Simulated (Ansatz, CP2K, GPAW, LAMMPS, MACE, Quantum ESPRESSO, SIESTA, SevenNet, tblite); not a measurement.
# GPAW on amorphous carbon (64 atoms): settings against a plane-wave reference, part 2 of 2

Wanted: GPAW inputs and outputs for amorphous carbon (64 atoms), checked against a plane-wave reference.

Program: GPAW 26.7.0; the method stands at each step. Banners, paths, timers and routine set-up lines are dropped from the logs unmarked, and long logs keep their key lines alone; longer cuts are marked.

So far. Step 3 (PBE, LCAO sz(dzp), h 0.2 Å): Against the first run (9.4 %), the force difference from the reference is 49 %, at 0.29 times the CPU time, with 256 basis functions against 832: the smaller basis costs accuracy. Step 4 (PBE, grid h 0.2 Å): Against the first run (9.4 %), the force difference from the reference is 1.8 %, at 0.71 times the CPU time.

### 5. PBE, LCAO szp(dzp), h 0.2 Å

Method: Kohn-Sham DFT, PBE, PAW, atomic orbitals (szp(dzp)).

The input, run.py:

```python
import numpy as np
from ase.io import read
from gpaw import GPAW, FermiDirac

atoms = read("structure.xyz")
atoms.calc = GPAW(
    mode="lcao",
    basis="szp(dzp)",
    h=0.2,
    xc="PBE",
    kpts={"size": (1, 1, 1), "gamma": True},
    occupations=FermiDirac(0.05),
    maxiter=200,
    symmetry={"point_group": False},
    txt="gpaw.txt",
)
energy = atoms.get_potential_energy(force_consistent=True)
forces = atoms.get_forces()
print(f"energy {energy:.6f} eV")
print("forces (eV/A)")
for i, (a, f) in enumerate(zip(atoms, forces)):
    print(f"{i:4d} {a.symbol:2s} {f[0]:10.5f} {f[1]:10.5f} {f[2]:10.5f}")
print(f"Fermi level {atoms.calc.get_fermi_level():.4f} eV")
for k in range(len(atoms.calc.get_ibz_k_points())):
    for s in range(atoms.calc.get_number_of_spins()):
        e = atoms.calc.get_eigenvalues(kpt=k, spin=s)
        n = np.searchsorted(e, atoms.calc.get_fermi_level())
        print(f"k {k} spin {s} levels about the Fermi level:", np.round(e[max(n - 6, 0):n], 4).tolist(), "|", np.round(e[n:n + 6], 4).tolist())
```

The input, structure.xyz:

```xyz
64
Lattice="7.59030 0.00000 0.00000 0.00000 7.59030 0.00000 0.00000 0.00000 7.59030" Properties=species:S:1:pos:R:3 pbc="T T T"
[... 64 atom lines left out: the same atoms as in the first run ...]
```

Started as:

```sh
> OMP_NUM_THREADS=1 python run.py > output.txt
```

What it wrote:

```text
energy -476.207976 eV
forces (eV/A)
   0 C    -1.70797    0.85539    0.12562
   1 C     2.66505    1.05913    1.79531
   2 C    -0.39488    0.04397   -0.98044
   3 C     0.68745    0.62004    0.63982
   4 C    -2.07682   -0.01322   -3.51781
   5 C    -0.60353   -2.11026    1.81524
   6 C     1.34017    0.57696   -1.15240
   7 C    -0.01640    1.44249    0.78330
   8 C     0.36473    0.22591    0.12838
   9 C     1.67594   -2.48680    0.12010
  10 C    -0.00593   -1.48531    0.12315
  11 C     0.93750   -2.11650   -0.17803
  12 C     1.50190    0.64880   -4.61815
  13 C     0.04378   -1.37381    1.20601
  14 C    -0.39976   -0.79689   -1.39509
  15 C    -1.72720   -0.65582   -2.46216
  16 C    -1.09732   -1.45113   -1.15523
  17 C     0.98902    0.77133   -0.57612
  18 C     0.07588    0.27257   -1.25312
  19 C     0.17932   -0.18813   -0.14927
  20 C    -0.09036   -0.26038   -1.78160
  21 C    -2.08088   -2.43273    0.30613
  22 C     1.49933    0.42593    1.48486
  23 C     0.12372   -0.28116   -0.47869
[...]
56 C    -1.37368    0.39438   -0.12705
  57 C    -3.33717    0.33834    3.89057
  58 C    -0.92630   -0.21631    0.95997
  59 C     1.20621   -1.40943   -1.87419
  60 C     1.65556    1.67852    0.02929
  61 C    -0.78261   -1.03766    0.97575
  62 C     0.32896   -1.10677   -0.19860
  63 C    -0.46645   -1.05604   -0.71776
Fermi level 9.5045 eV
k 0 spin 0 levels about the Fermi level: [8.5488, 8.7382, 8.945, 9.2455, 9.3967, 9.4945] | [9.5107, 9.6284, 9.7314, 9.8243, 9.9098, 10.2878]
```

gpaw.txt:

```text
Input parameters:
  mode=LCAO(),
  basis={'default': 'szp(dzp)'},
  h=0.2,
  kpts=MonkhorstPack(size=(1, 1, 1), gamma=True),
  maxiter=200,
  occupations=Occupations(name='fermi-dirac', width=0.05, fixmagmom=False),
  symmetry=Symmetry(point_group=False),
  xc=XC(name='PBE')
Unit cell  # Å
| periodic |        x |        y |        z |  lengths |    angles |
[... lines left out ...]
  Fermi-Dirac:
[... lines left out ...]
convergence criteria:
- Maximum [total energy] change in last 3 cyles: 0.0005 eV / valence electron
[... lines left out ...]
Converged in 17 steps
[... lines left out ...]
  Free energy:    -476.207976
  Extrapolated:   -476.103294
dipole moment: (-21.825588, 6.606117, -33.870390)  # |e|*Ang
Fermi level: 9.505
Eigenvalues  # (at kpt = [0.000, 0.000, 0.000])
| band index |      eig [eV] | occ [0-2] |
|------------|---------------|-----------|
|          0 |       -11.412 |     2.000 |
|        ... |               |           |
|        120 |         8.189 |     2.000 |
|        121 |         8.328 |     2.000 |
[...]
|        135 |        10.416 |     0.000 |
|        ... |               |           |
|        157 |        15.446 |     0.000 |
Gap: 0.016 eV
Transition (v -> c):
  (s=0, k=0, n=127, [0.00, 0.00, 0.00]) -> (s=0, k=0, n=128, [0.00, 0.00, 0.00])
No difference between direct/indirect transitions
Force computation time: 12.743  # s
timing:  # [seconds]
  Total:  105.097  # ━━━━━━━━━━━━━━━━━━━━━━━━━━━━━━━━━━━━━━━━━━━━━━━━━━━━━━━━
  Init:     4.861  # ━━╸
  SCF:     87.467  # ━━━━━━━━━━━━━━━━━━━━━━━━━━━━━━━━━━━━━━━━━━━━━━╸
  Forces:  12.743  # ━━━━━━━
```

Elapsed: 1.8 min, on 1 thread of Arm Neoverse V1, shared host; peak memory 0.48 GiB.

Numbers from this run, and their distance from the reference:

| Quantity | Value |
| --- | --- |
| r.m.s. force component | 1.296 eV/Å |
| r.m.s. difference of force components | 367.9 meV/Å |
| longest difference of force vectors | 1181 meV/Å |
| force difference over r.m.s. force | 29.25 % |
| slope of forces against the reference's | 0.9882 |
| correlation of force components | 0.9589 |

This is a coarse setting, run to see what it loses.

Against the first run (9.4 %), the force difference from the reference is 29 %, at 0.74 times the CPU time, with 576 basis functions against 832: the smaller basis costs accuracy.

### 6. Side by side

Differences are against the plane-wave reference, forces as r.m.s. over components; share is that over the reference's r.m.s. force, slope the least-squares factor from reference forces to these. Total energies of different programs have different zeros and aren't compared.

```csv
run,"Δ force, r.m.s. (meV/Å)",share (%),slope,cores,CPU time,memory (GiB)
reference,-,-,-,2,83 s,0.85
"GPAW PBE, LCAO dzp, h 0.2 Å",119,9.44,0.988,1,2.4 min,0.5
"GPAW PBE, LCAO sz(dzp), h 0.2 Å (coarse)",616,49.0,1.051,1,42 s,0.37
"GPAW PBE, grid h 0.2 Å",22.2,1.76,0.999,1,1.7 min,0.55
"GPAW PBE, LCAO szp(dzp), h 0.2 Å (coarse)",368,29.2,0.988,1,1.8 min,0.48
```

Rows marked coarse were listed beforehand as settings not expected to be converged; some can still land near the reference.

CPU time is summed over cores on a shared host, where runs went side by side, so it is rough. Symmetry, cutoffs, thresholds, outputs and thread counts weren't matched or tuned between programs; memory under MPI is the largest rank's times the ranks.

### 7. What came out

```json
{"nearest in forces": "GPAW PBE, grid h 0.2 Å, 1.8 %", "its CPU time": "1.7 min"}
```

What this shows: PBE on plane waves or a grid with other potentials, cutoffs or grids, coarse settings apart, differs from the reference by 1.8 % (GPAW PBE, grid h 0.2 Å) of the r.m.s. force; this holds the reference's own error, so differences of a few per cent don't tell which side is nearer the exact PBE result. The PBE run in local orbitals, coarse settings apart, differs by 9.4 % (GPAW PBE, LCAO dzp, h 0.2 Å); basis, grid and potentials can all enter. Runs with settings chosen to be coarse differ by 29 % (GPAW PBE, LCAO szp(dzp), h 0.2 Å) to 49 % (GPAW PBE, LCAO sz(dzp), h 0.2 Å), their programs' other errors included. None of the electronic-structure runs in the table takes under half the reference's CPU time of 83 s; they take 0.51 to 1.7 times as much. The quench rate of 100 K/ps is many orders above laboratory rates, so the cell is likely richer in defects and strain than a real sample. The network of bonds at the start is that of the classical potential that made the cell, and needn't be the one that DFT or experiment would give. The reference's stress is far from hydrostatic: its diagonal is -13.1, -8.2, -0.2 GPa, compression counted positive. The reference's pressure of -7.2 GPa belongs to a cell and atoms that aren't relaxed at this level. The electronic-structure runs sample only Γ, in a cell whose shortest periodic width is 8 Å, which is coarse for a cell with partly filled levels.

[Also dropped from logs without a mark: logging warnings of Python, and SIESTA's first energy breakdown and zero terms.]

[Logs are printed without paths, hosts, clocks, repeated set-up lines and the standing remarks that a program may print on its own settings, such as how far it seeks lower states.]

[Hosts, paths, dates, database ids (printed as entryN), source tags and the programs' standing remarks are cut or masked in the printed files.]
